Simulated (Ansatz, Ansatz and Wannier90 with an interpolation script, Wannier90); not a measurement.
Planning a run of Wannier90 4.0.3 on BaSrMgWO6 (F-43m). The input:

```
num_iter = 1200
conv_tol = 1.0e-8
conv_window = 5
dis_num_iter = 4000
dis_conv_tol = 1.0e-8
dis_mix_ratio = 0.7
write_hr = true
use_ws_distance = false
num_print_cycles = 50
! ansatz wannier90 interface
! projections by site (counted from 0) and shell: 4 2P, 5 2P, 6 2P, 7 2P, 8 2P, 9 2P, 3 5D
! states of the run's bands (counted from 1): 1-56
num_bands = 56
num_wann  = 23
dis_win_min = 3.24
dis_win_max = 17.86
dis_froz_min = 3.24
dis_froz_max = 13.65
guiding_centres = true

begin unit_cell_cart
Ang
                      0.0                 4.068012                 4.068012
                 4.068012                      0.0                 4.068012
                 4.068012                 4.068012                      0.0
end unit_cell_cart

begin atoms_frac
Ba                      0.25                     0.25                     0.25
Sr                      0.75                     0.75                     0.75
Mg                       0.5                      0.5                      0.5
W                        0.0                      0.0                      0.0
O                   0.240848                 0.759152                 0.240848
O                   0.240848                 0.240848                 0.759152
O                   0.759152                 0.240848                 0.240848
O                   0.759152                 0.240848                 0.759152
O                   0.759152                 0.759152                 0.240848
O                   0.240848                 0.759152                 0.759152
end atoms_frac

mp_grid = 8 8 8

[... the mesh's points ...]
```

```sh
OMP_NUM_THREADS=1 mpirun -n 4 wannier90.x w > wannier90.x.log
```

**Question.** Estimate wall time and host memory on 4 MPI ranks of Arm Neoverse V2, shared host.

It took 28 s; on shared hardware allow 14 s to 56 s.

[Paths, hosts, dates, memory and timing lines, banners, echoed tables and standing remarks are left out of the program output.]

[Logs are printed without paths, hosts, clocks, repeated set-up lines and the standing remarks that a program may print on its own settings, such as how far it seeks lower states.]

[Runs of the session that timed out or met a known fault of the program may be left out.]

[Hosts, paths, dates, database ids (printed as entryN), source tags and the programs' standing remarks are cut or masked in the printed files.]
